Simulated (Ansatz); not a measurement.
**W2N(OH)2 MXene monolayer in a perpendicular field**

Wanted: the out-of-plane response of the W2N(OH)2 MXene monolayer. A positive field points along +c.

Main program and level: Ansatz 0.2.0; plane-wave DFT, PBE-D3(BJ), Ansatz PAW (set soft_1); PAW set soft_1.

### Step 1. The starting structure

The cell holds 7 atoms: 2 H, 2 O, 2 W and 1 N. Cell: a = 3.054 Å, b = 3.054 Å, c = 44.417 Å, α = 90.0°, β = 90.0°, γ = 120.0°. Vacuum lies along c.

### Step 2. Relaxing the slab

The starting cell is a guess, so the in-plane lattice and the atoms are relaxed first, with the slab cut off from its images along the normal.

The input, input.yaml:

```yaml
crystal:
  lattice:
    - [3.053908, 0.0, 0.0]
    - [-1.526954, 2.6447619088, 0.0]
    - [0.0, 0.0, 44.4170130495]
  atoms:
    - { symbol: H, position: [0.3333333333, 0.6666666667, 0.4243869343] }
    - { symbol: O, position: [0.3333333333, 0.6666666667, 0.4464505522] }
    - { symbol: W, position: [0.6666666667, 0.3333333333, 0.4728709643], spin: 1.0 }
    - { symbol: "N", position: [0.0, 0.0, 0.5] }
    - { symbol: W, position: [0.3333333333, 0.6666666667, 0.5271290357], spin: 1.0 }
    - { symbol: O, position: [0.6666666667, 0.3333333333, 0.5535494478] }
    - { symbol: H, position: [0.6666666667, 0.3333333333, 0.5756130657] }
  periodic: [true, true, false]
magnetization:
  spin_polarized: true
kpoints:
  mp_grid: { grid: [12, 12, 1] }
hamiltonian:
  xc: pbe
  dispersion: d3bj
  pseudopotentials: { kind: paw, azcp: { folder: soft_1 } }
scf:
  occupations: { method: fermi_dirac, width: 0.05 }
  convergence: { dr2_threshold: 1.0e-09 }
relax:
  f_tol: 0.004
  max_steps: 90
  cell: {}
output:
  write_potential: true
  write_density: true
  volumetric_format: npy
```

Launch:

```
ansatz run input.yaml --threads 2 --pin off --max-ram 3072MiB --backend cpu --events-out ev --progress --plain --runs-dir out
```

Numbers of over 12 decimals in the logs are rounded to 6 here.

The program printed:

```text
Warning: relax.cell: scf.convergence.dr2_threshold = 1e-9 eV is looser than the 2.50484396231e-10 eV advised for a relaxation that steers and ends on the stress (1e-10 eV for each atom of the cell: 7, times the square of relax.cell.stress_2d_tol = 0.05 N/m over 16.7 Å (the atoms' height at the walk's start and 5 Å past either face), 2.991e-2 GPa, over a crystal's default 0.05). What an SCF threshold leaves in a stress goes as its square root, and in the free energy as the threshold itself, and one threshold admits the most on a small cell: [figures from the program's tests cut] Set scf.convergence.dr2_threshold to 2.50484396231e-10 eV or tighter. [rest of the remark cut]
Engine: ansatz 0.2.0, aarch64-unknown-linux-gnu
Pseudopotentials: kind: paw
Pseudopotential: H, paw, valence charge 1, recommended cutoff 420 eV (normal), soft_1/H.paw.azcp
Pseudopotential: O, paw, valence charge 6, recommended cutoff 420 eV (normal), soft_1/O.paw.azcp
Pseudopotential: W, paw, valence charge 14, recommended cutoff 420 eV (normal), soft_1/W.paw.azcp
Pseudopotential: N, paw, valence charge 5, recommended cutoff 420 eV (normal), soft_1/N.paw.azcp
Functional definition: PBE
  parameter kappa = 0.804
  parameter beta = 0.066725
  exchange = pbe_x(kappa = kappa, mu = beta*pi^2/3)
  correlation = pbe_c(beta = beta)
Crystal: 7 atoms, lattice volume = 358.750 Å³
Basis set: ecut = 420 eV, 6977 PW (Γ), exchange–correlation on 48×48×600 points (8 copies of the dense FFT grid, shifted against one another)
Bands: 32, of which v1, the nominal top of the filled ones, is band 24 counted from 1 (23 counted from 0)
Symmetry: 12 space group operations
Space group: P-3m1 (ITA 164), of the structure as read, at distance tolerance 7.1e-5 Å
Magnetic group: BNS 164.85 (UNI 1315), of the structure as read, at distance tolerance 7.1e-5 Å
k-points: 19 of 144
Non-local potential: H, projectors of the file, l = 0: 2, l = 1: 1
Non-local potential: O, projectors of the file, l = 0: 2, l = 1: 2, l = 2: 1
Non-local potential: W, projectors of the file, l = 0: 3, l = 1: 2, l = 2: 2, l = 3: 1
Non-local potential: N, projectors of the file, l = 0: 2, l = 1: 2, l = 2: 1
PAW form: soft (Blöchl's): semilocal exchange-correlation on the pseudo side does not see the compensation charge
PAW one-centre angular grid: H, 110 points (default); XC on 64 Gauss nodes
PAW one-centre angular grid: O, 110 points (default); XC on 64 Gauss nodes
PAW one-centre angular grid: W, 590 points (default); XC on 64 Gauss nodes
PAW one-centre angular grid: N, 110 points (default); XC on 64 Gauss nodes
Initial density: superposition of atomic densities (neutral atoms: chi_scale 0, normalization atom)
Starting moments: Σ|m| = 2 μB on 2 of 7 sites
Initial wavefunctions: pseudopotential atomic-orbital guess
Functional: x = pbe(κ = 0.804, μ = 0.219515), c = pbe(β = 0.066725)
SCF iter   1: F=—  HF=-22324.300031 eV  |F-HF|=—  |Δ(HF+E_count)|=         —  Δρ=3.30e-2 (↑3.30e-2 ↓3.09e-2)  dr2=2.05e1  dr2_m=6.06e-2  M=1.280 μB ∫|m|=1.282 μB  β_m=0.30  ethr=3.10e-3  ⟨swp⟩=18.0  Hψ=10038  notcnv=0  defer=1
Mixer restart at iter 1: flushing history
preconditioner: auto → LDOS  [metal: Δε(μ)=0.041 eV  Ē_g=11.375 eV  σ=0.050 eV  W_gap=0.20  n_scr=26 (ndim 8)  ℏωp=10.2 eV  f_vac=0.791  D(μ)=3.39/eV (n_scr^D=18)]
spin=Collinear: LDOS preconditioning applied to the charge; magnetization (m = ρ↑ − ρ↓) channel mixes plain (no charge-response kernel on spin).
SCF iter   2: F=—  HF=-22321.750958 eV  |F-HF|=—  |Δ(HF+E_count)|=    2.55e0  Δρ=2.18e-2 (↑2.18e-2 ↓2.00e-2)  dr2=9.61e0  dr2_m=3.60e-2  M=1.227 μB ∫|m|=1.231 μB  β_m=0.56  ethr=3.10e-3  ⟨swp⟩=3.9  Hψ=2800  notcnv=0  defer=50
SCF iter   3: F=—  HF=-22320.004906 eV  |F-HF|=—  |Δ(HF+E_count)|=    1.75e0  Δρ=5.71e-3 (↑5.71e-3 ↓3.63e-3)  dr2=1.74e0  dr2_m=1.22e-2  M=0.867 μB ∫|m|=0.879 μB  β_m=0.60  ethr=3.10e-3  ⟨swp⟩=7.0  Hψ=3998  notcnv=0  defer=52
SCF iter   4: F=—  HF=-22319.972731 eV  |F-HF|=—  |Δ(HF+E_count)|=   3.22e-2  Δρ=3.75e-3 (↑3.75e-3 ↓2.34e-3)  dr2=3.36e-1  dr2_m=9.00e-3  M=0.804 μB ∫|m|=0.813 μB  β_m=0.80  ethr=3.10e-3  ⟨swp⟩=3.7  Hψ=1902  notcnv=0  defer=49
SCF iter   5: F=—  HF=-22320.026756 eV  |F-HF|=—  |Δ(HF+E_count)|=   5.40e-2  Δρ=1.30e-3 (↑1.13e-3 ↓1.30e-3)  dr2=1.63e-2  dr2_m=3.91e-3  M=0.542 μB ∫|m|=0.549 μB  β_m=0.90  ethr=7.14e-4  ⟨swp⟩=5.7  Hψ=3220  notcnv=0  defer=48
SCF iter   6: F=—  HF=-22320.057795 eV  |F-HF|=—  |Δ(HF+E_count)|=         —  Δρ=2.00e-3 (↑2.00e-3 ↓1.58e-3)  dr2=9.08e-3  dr2_m=9.87e-3  M=0.163 μB ∫|m|=0.170 μB  β_m=0.90  ethr=3.47e-5  ⟨swp⟩=3.9  Hψ=3148  notcnv=0  defer=51
SCF iter   7: F=—  HF=-22320.056340 eV  |F-HF|=—  |Δ(HF+E_count)|=   1.45e-3  Δρ=4.93e-4 (↑4.93e-4 ↓4.84e-4)  dr2=3.47e-3  dr2_m=4.28e-5  M=0.030 μB ∫|m|=0.032 μB  β_m=0.90  ethr=1.93e-5  ⟨swp⟩=4.2  Hψ=2984  notcnv=0  defer=52
SCF iter   8: F=—  HF=-22320.056288 eV  |F-HF|=—  |Δ(HF+E_count)|=   5.18e-5  Δρ=1.52e-4 (↑1.52e-4 ↓1.28e-4)  dr2=7.33e-4  dr2_m=7.32e-6  M=0.018 μB ∫|m|=0.019 μB  β_m=0.84  ethr=7.38e-6  ⟨swp⟩=4.4  Hψ=3304  notcnv=0  defer=52
SCF iter   9: F=—  HF=-22320.056293 eV  |F-HF|=—  |Δ(HF+E_count)|=   4.74e-6  Δρ=5.75e-5 (↑5.25e-5 ↓5.75e-5)  dr2=1.38e-4  dr2_m=5.83e-6  M=0.013 μB ∫|m|=0.014 μB  β_m=0.85  ethr=1.56e-6  ⟨swp⟩=3.6  Hψ=2395  notcnv=0  defer=51
SCF iter  10: F=—  HF=-22320.056317 eV  |F-HF|=—  |Δ(HF+E_count)|=   2.41e-5  Δρ=2.30e-5 (↑2.20e-5 ↓2.30e-5)  dr2=3.27e-5  dr2_m=9.29e-7  M=0.006 μB ∫|m|=0.007 μB  β_m=0.89  ethr=2.94e-7  ⟨swp⟩=2.7  Hψ=2145  notcnv=0  defer=51
SCF iter  11: F=—  HF=-22320.056364 eV  |F-HF|=—  |Δ(HF+E_count)|=   4.71e-5  Δρ=8.88e-6 (↑8.88e-6 ↓6.89e-6)  dr2=3.08e-6  dr2_m=7.33e-8  M=0.002 μB ∫|m|=0.002 μB  β_m=0.93  ethr=6.96e-8  ⟨swp⟩=2.9  Hψ=1997  notcnv=0  defer=51
SCF iter  12: F=—  HF=-22320.056365 eV  |F-HF|=—  |Δ(HF+E_count)|=   7.59e-7  Δρ=3.07e-6 (↑2.84e-6 ↓3.07e-6)  dr2=1.76e-7  dr2_m=1.33e-8  M=0.001 μB ∫|m|=0.001 μB  β_m=0.96  ethr=6.55e-9  ⟨swp⟩=3.2  Hψ=2392  notcnv=0  defer=51
SCF iter  13: F=—  HF=-22320.056365 eV  |F-HF|=—  |Δ(HF+E_count)|=   1.52e-7  Δρ=1.64e-6 (↑1.28e-6 ↓1.64e-6)  dr2=3.44e-8  dr2_m=3.76e-9  M=0.000 μB ∫|m|=0.000 μB  β_m=0.98  ethr=3.75e-10  ⟨swp⟩=3.6  Hψ=2652  notcnv=0  defer=51
SCF iter  14: F=—  HF=-22320.056365 eV  |F-HF|=—  |Δ(HF+E_count)|=   4.49e-8  Δρ=7.66e-7 (↑5.53e-7 ↓7.66e-7)  dr2=9.57e-9  dr2_m=2.68e-10  M=0.000 μB ∫|m|=0.000 μB  β_m=0.95  ethr=7.32e-11  ⟨swp⟩=3.5  Hψ=2551  notcnv=0  defer=51
[...]
relax step   9: F+E_penalty+E_count = -22322.11127060 eV  Δ(F+E_penalty+E_count) = +3.279e-7 eV  max|allowed force component| = 2.127e-4 eV/Å  Δτ_max = 0.0005 Å  P = +0.002 N/m  Ω = 301.105 Å³  energy of the carried Pulay correction = +3.158e-2 eV  fix = [c, alpha, beta]  reactions: c +0.000 N/m  (5 SCF iters, accepted)
relax step  10: F+E_penalty+E_count = -22322.09848203 eV  Δ(F+E_penalty+E_count) = +1.279e-2 eV  max|allowed force component| = 4.577e-3 eV/Å  Δτ_max = 0.0000 Å  P = -0.356 N/m  Ω = 301.105 Å³  fix = [c, alpha, beta]  reactions: c -0.000 N/m  stress off target by 3.56e-1 N/m on what of the cell is left free  SCF on the basis re-selected at this cell (its energy is not comparable with the rows above)  (6 SCF iters)
relax step  11: F+E_penalty+E_count = -22322.09884041 eV  Δ(F+E_penalty+E_count) = -3.584e-4 eV  max|allowed force component| = 1.900e-3 eV/Å  Δτ_max = 0.0012 Å  P = +0.002 N/m  Ω = 300.684 Å³  energy of the carried Pulay correction = +2.521e-4 eV  fix = [c, alpha, beta]  reactions: c +0.000 N/m  (7 SCF iters, accepted)
iter 1 solved again at ethr=1.68e-7 eV; its pass at ethr=3.10e-3 eV (dr2=7.91e-5 eV) is discarded
SCF iter   1: F=—  HF=-22322.098527 eV  |F-HF|=—  |Δ(HF+E_count)|=         —  Δρ=2.93e-6 (↑2.93e-6 ↓2.93e-6)  dr2=1.55e-8  dr2_m=1.79e-12  M=0.000 μB ∫|m|=0.000 μB  β_m=0.65  ethr=1.68e-7  ⟨swp⟩=7.1  Hψ=16142  notcnv=0
eigensolver tolerance schedule: the retry pair's looser diagonalisation over-reported the residual by 5119.65 of it (diagonalisation noise at 0.39 of the residual, at the tolerance the schedule requests for it); recorded, not acted on — ethr = c·dr2/N_el stays at c = 1.0e-1
preconditioner: auto → LDOS  [metal: Δε(μ)=0.059 eV  Ē_g=11.612 eV  σ=0.050 eV  W_gap=0.28  n_scr=24 (ndim 8)  ℏωp=11.9 eV  f_vac=0.764  D(μ)=3.19/eV (n_scr^D=18)]
spin=Collinear: LDOS preconditioning applied to the charge; magnetization (m = ρ↑ − ρ↓) channel mixes plain (no charge-response kernel on spin).
SCF iter   2: F=—  HF=-22322.098508 eV  |F-HF|=—  |Δ(HF+E_count)|=   1.96e-5  Δρ=1.05e-6 (↑1.05e-6 ↓1.04e-6)  dr2=6.42e-9  dr2_m=8.54e-13  M=0.000 μB ∫|m|=0.000 μB  β_m=0.60  ethr=3.29e-11  ⟨swp⟩=6.3  Hψ=4750  notcnv=0
SCF iter   3: F=—  HF=-22322.098508 eV  |F-HF|=—  |Δ(HF+E_count)|=   4.48e-9  Δρ=4.68e-7 (↑4.68e-7 ↓4.67e-7)  dr2=9.94e-10  dr2_m=4.71e-13  M=0.000 μB ∫|m|=0.000 μB  β_m=0.80  ethr=1.37e-11  ⟨swp⟩=2.1  Hψ=1558  notcnv=0
SCF iter   4: F=-22322.098508 eV  HF=-22322.098508 eV  |F-HF|=5.82e-11  |Δ(HF+E_count)|=   1.28e-9  Δρ=4.21e-8 (↑4.18e-8 ↓4.21e-8)  dr2=1.01e-10  dr2_m=1.24e-13  M=0.000 μB ∫|m|=0.000 μB  ethr=2.11e-12  ⟨swp⟩=15.1  Hψ=11025  notcnv=0
the starting moments were not kept: the SCF closed with an absolute magnetisation of 3.2e-6 μB, where they sum to 2 μB in size (2 sites). That is at most 0.1 of that sum. Measured as dr2_m measures the in/out step, that magnetisation stands 4.8e-13 eV from none, at or under the dr2_threshold of 1.0e-9 eV: it is no larger than a step whose dr2_m would equal this threshold.
SCF 12 converged in 4 iterations: F = -22322.098508 eV  dr2 = 1.01e-10
relax step  12: F+E_penalty+E_count = -22322.09850755 eV  Δ(F+E_penalty+E_count) = +3.329e-4 eV  max|allowed force component| = 1.887e-3 eV/Å  Δτ_max = 0.0000 Å  P = -0.004 N/m  Ω = 300.684 Å³  fix = [c, alpha, beta]  reactions: c -0.000 N/m  stress off target by 4.20e-3 N/m on what of the cell is left free  SCF on the basis re-selected at this cell (its energy is not comparable with the rows above)  (4 SCF iters)
basis re-selected at this cell: Δ(F+E_penalty+E_count) = +3.329e-4 eV, ΔP = -0.006 N/m vs the last step (what re-selecting the basis moved, of the pressure what is left beyond the Pulay correction that the steps carried, after the strain that the cell walked since its last selection, with what the two solves' SCF thresholds leave and, on support functions, any second-order correction that the steps lacked; it is no m [...]
WARN: The output density's exchange-correlation potential varies sharply where the density is thin. Do not read a vacuum level from v_tot or v_xc, or from such a field of the output density. On a cell that repeats whose density bears no net charge and no dipole along the vacuum's axis use v_es (v_loc + v_h of the components); under efield.dipole_correction with no amplitude use v_es + v_field, which holds any externa [...]
SCF converged after 4 iterations
Magnetization: 0.0000 μB (23.5000 up, 23.5000 down)
Absolute magnetization: 0.0000 μB (∫|ρ↑−ρ↓|, with the PAW one-centre terms)
Spin contamination: 0.0000 ħ² per cell (⟨S²⟩ above its minimum at these occupations)
Per-site moments (μB) at R_I (Å): [(2.7134330657027886e-8, 0.406181), (5.881232374945224e-8, 0.406181), (1.9414589077776727e-7, 0.898365), (4.225437831132063e-8, 0.905972), (1.9414589076559702e-7, 0.898365), (5.881232377468824e-8, 0.406181), (2.713433066226039e-8, 0.406181)]
Free energy (F): -22322.098508 eV
Harris-Foulkes:  -22322.098508 eV  (|F-HF|=5.82e-11)
Internal energy: -22322.074671 eV  (E = F + TS)
E sigma→0 (E₀):  -22322.086589 eV
Entropy (-TS):   -0.023837 eV (-3.405 meV/atom)
Fermi energy:    -2.740821 eV
--- Per-component energies (eV) ---
  E_band       = -1182.937636
  E_kinetic    = 1342.878677
  E_local      = -258604.980551  (includes V_loc(G=0)·N_el)
  E_nonlocal   = 91.876091
  E_hartree    = 128581.297532
  E_xc         = -754.458057
  E_vxc        = -742.293911  (∫ρ·V_xc dr)
  E_paw        = -17610.835370  (= ΣΔE_a)
  E_vpaw       = -433.018334  (= ΣTr[D̂ρ^β])
  E_aug_tail   = 0.000679  (compensation charges beyond the density's cutoff)
  E_ewald      = 124633.617504
  E_disp       = -1.471174  (pairwise vdW)
  E_smearing   = -0.023837  (= −TS)
  E_closure    = 0.000000  (closes the sum)
  Σ components = -22322.098508   (vs F -22322.098508, Δ=0.00e0)
--- Forces (eV/Å), atoms counted from 1 ---
  atom   1  H      0.00000000     0.00000000     0.00008031
  atom   2  O      0.00000000     0.00000000    -0.00098060
  atom   3  W      0.00000000     0.00000000     0.00188741
  atom   4  N      0.00000000     0.00000000     0.00000000
  atom   5  W      0.00000000    -0.00000000    -0.00188741
  atom   6  O      0.00000000    -0.00000000     0.00098060
  atom   7  H      0.00000000    -0.00000000    -0.00008031
  max |Σ_I F_I| component: 1.85e-17 eV/Å
--- 2D stress c σ (N/m, compression-positive) ---
       -0.004200       0.000000       0.000000
       -0.000000      -0.004200       0.000000
        0.000000       0.000000      -0.000000
  P = ½ c Tr σ = -0.0042 N/m
--- Band table (eV; the first three rows and the last of 38) ---
  k-point 0 ↑: bands = [... 20 lower, -6.4020, -4.6643, -4.0716, -4.0716, -3.0021, -2.9635, -2.9187, -2.9187, ... 4 higher]
  k-point 1 ↑: bands = [... 20 lower, -6.5399, -4.7817, -4.1533, -3.8777, -3.1637, -2.8596, -2.7771, -2.7703, ... 4 higher]
  k-point 2 ↑: bands = [... 20 lower, -6.8089, -5.2593, -4.0861, -3.5803, -3.2859, -2.4704, -2.3265, -2.2906, ... 4 higher]
  k-point 18 ↓: bands = [... 20 lower, -3.9716, -3.4642, -3.4642, -3.0912, -1.3026, -1.3026, 0.0315, 0.0315, ... 4 higher]
  the weakly bound empty levels are not read free of the cell's end (no_gap_told)
--- Relaxed structure (10 steps of the walk, 10 accepted, 2 SCFs on fresh bases) ---
  F+E_penalty+E_count = -22322.09850755 eV   max|allowed force component| = 1.887e-3 eV/Å   (the final SCF, on the basis selected at the relaxed cell)
  cell:  # Å, volume = 300.6840 Å³
    - [2.795859, 0, 0]
    - [-1.397929, 2.421285, 0]
    - [0, 0, 44.4170130495]
  atoms:
    - { symbol: H, position: [0.333333, 0.666667, 0.411385] }
    - { symbol: O, position: [0.333333, 0.666667, 0.433554] }
    - { symbol: W, position: [0.666667, 0.333333, 0.466469] }
    - { symbol: N, position: [0, 0, 0.5] }
    - { symbol: W, position: [0.333333, 0.666667, 0.533531] }
    - { symbol: O, position: [0.666667, 0.333333, 0.566446] }
    - { symbol: H, position: [0.666667, 0.333333, 0.588615] }
```

Elapsed: 3 min, on 2 threads of Arm Neoverse V2, shared host; peak memory 0.82 GiB.

Relaxation path:

```
step  energy less that of the first step (eV)  largest force component (eV/Å)  volume (Å³)
   1                                   0.0000                          1.6718       358.75
   2                                  -0.7636                          0.8343       349.58
   3                                  -1.4152                          1.1312       333.23
   4                                  -1.9698                          0.9224       309.69
   5                                  -2.0303                          0.5161       299.61
   6                                  -2.0455                          0.5887       300.68
   7                                  -2.0549                          0.0272       301.07
   8                                  -2.0549                          0.0128       301.10
   9                                  -2.0549                          0.0002       301.10
 10*                                  -2.0421                          0.0046       301.10
  11                                  -2.0425                          0.0019       300.68
 12*                                  -2.0421                          0.0019       300.68
```

Relaxation steps marked * repeat the geometry before them on a plane-wave basis chosen anew for their cell, so energy and pressure can jump there.

The run keeps the 12 symmetry operations that it works with, so distortions that break them were not tested.

```
cell as run  before  after  change
      a (Å)   3.054  2.796  -8.4 %
      b (Å)   3.054  2.796  -8.4 %
```

The atoms that moved most (Å, along periodic axes as changes of fractional coordinates times the final cell, across vacuum about the mean position):

```
atom     dx     dy      dz  length
  H7  0.000  0.000   0.578   0.578
  H1  0.000  0.000  -0.578   0.578
  O2  0.000  0.000  -0.573   0.573
  O6  0.000  0.000   0.573   0.573
  W3  0.000  0.000  -0.284   0.284
  W5  0.000  0.000   0.284   0.284
```

This step gave:

| Quantity | Value |
| --- | --- |
| energy at zero smearing | -22322.0866 eV |

The lattice constant a goes from 3.054 to 2.796 Å.

[end of part 1 of 2]

[Logs are printed without paths, hosts, clocks, repeated set-up lines and the standing remarks that a program may print on its own settings, such as how far it seeks lower states.]

[Hosts, paths, dates, database ids (printed as entryN), source tags and the programs' standing remarks are cut or masked in the printed files.]

[Maps of the electrostatic potential energy from Ansatz leave out the sawtooth potential of an applied field or a dipole correction, so their vacuum need not be flat; planar profiles and work functions include it.]
